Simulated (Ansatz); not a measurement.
# Adsorbates on Co(0001) at a quarter monolayer

Which adsorbates raise and which lower the work function of Co(0001), and does electronegativity tell?

How it was computed: Ansatz 0.2.0, plane waves with PAW datasets (its set soft_2), PBE; unreconstructed slabs of 4 layers at the tabulated experimental lattice constant with the lower two held, one adsorbate in a 2×2 cell relaxed from the site named, 6×6 k-points (12×12 for the clean 1×1 cell), 18 Å of vacuum, dipole correction. The dipole per adsorbate is the change of the cell's dipole; electronegativities are Pauling's.

Results:

| system | starting site | electronegativity, adsorbate less metal | clean (eV) | covered (eV) | change (eV) | dipole per adsorbate (D) |
| --- | --- | --- | --- | --- | --- | --- |
| Cs/Co(0001) | fcc | −1.09 | 4.93 | 1.85 | −3.07 | +1.77 |
| K/Co(0001) | fcc | −1.06 | 4.93 | 2.06 | −2.87 | +1.65 |
| Li/Co(0001) | fcc | −0.90 | 4.93 | 2.07 | −2.85 | +1.64 |
| Ba/Co(0001) | fcc | −0.99 | 4.93 | 2.40 | −2.53 | +1.46 |
| La/Co(0001) | fcc | −0.78 | 4.93 | 2.46 | −2.47 | +1.42 |
| Y/Co(0001) | fcc | −0.66 | 4.93 | 2.49 | −2.44 | +1.41 |
| Ca/Co(0001) | fcc | −0.88 | 4.93 | 2.50 | −2.42 | +1.40 |
| Mg/Co(0001) | fcc | −0.57 | 4.93 | 3.00 | −1.93 | +1.11 |
| Br/Co(0001) | fcc | +1.08 | 4.93 | 4.69 | −0.24 | +0.13 |
| Si/Co(0001) | fcc | +0.02 | 4.93 | 4.83 | −0.09 | +0.06 |
| H/Co(0001) | fcc | +0.32 | 4.93 | 4.91 | −0.01 | 0.00 |
| P/Co(0001) | fcc | +0.31 | 4.93 | 5.24 | +0.31 | −0.18 |
| O/Co(0001) | fcc | +1.56 | 4.93 | 5.48 | +0.56 | −0.33 |
| C/Co(0001) | fcc | +0.67 | 4.93 | 5.55 | +0.62 | −0.37 |

**Reading.** The change runs from −3.07 eV (Cs/Co(0001)) to +0.62 eV (C/Co(0001)); falls of over 0.15 eV: 9, rises: 3, in between: 2. Over all rows it follows the electronegativity of the adsorbate closely (correlation 0.92); among the 6 adsorbates with an electronegativity over 1.8 alone the correlation is 0.35. Of the 5 adsorbates whose electronegativity passes the metal's by 0.25 or more, 3 raise it by over 0.15 eV. A positive dipole has its positive end outwards. Worked for Cs/Co(0001): +1.77 D is +0.369 e·Å, one in 21.8 Å², and the Helmholtz step −180.95 V·Å × p/A is −3.05 eV against a change of −3.07 eV; what is left is a shift on the thin slab's other side.

Caveats: One starting site was run; real layers may sit elsewhere, sink into the surface or rebuild it. Changes under about 0.15 eV are within the error of slabs this thin. Only Co was run with spin. The table is a selection: not every member that was run is listed.
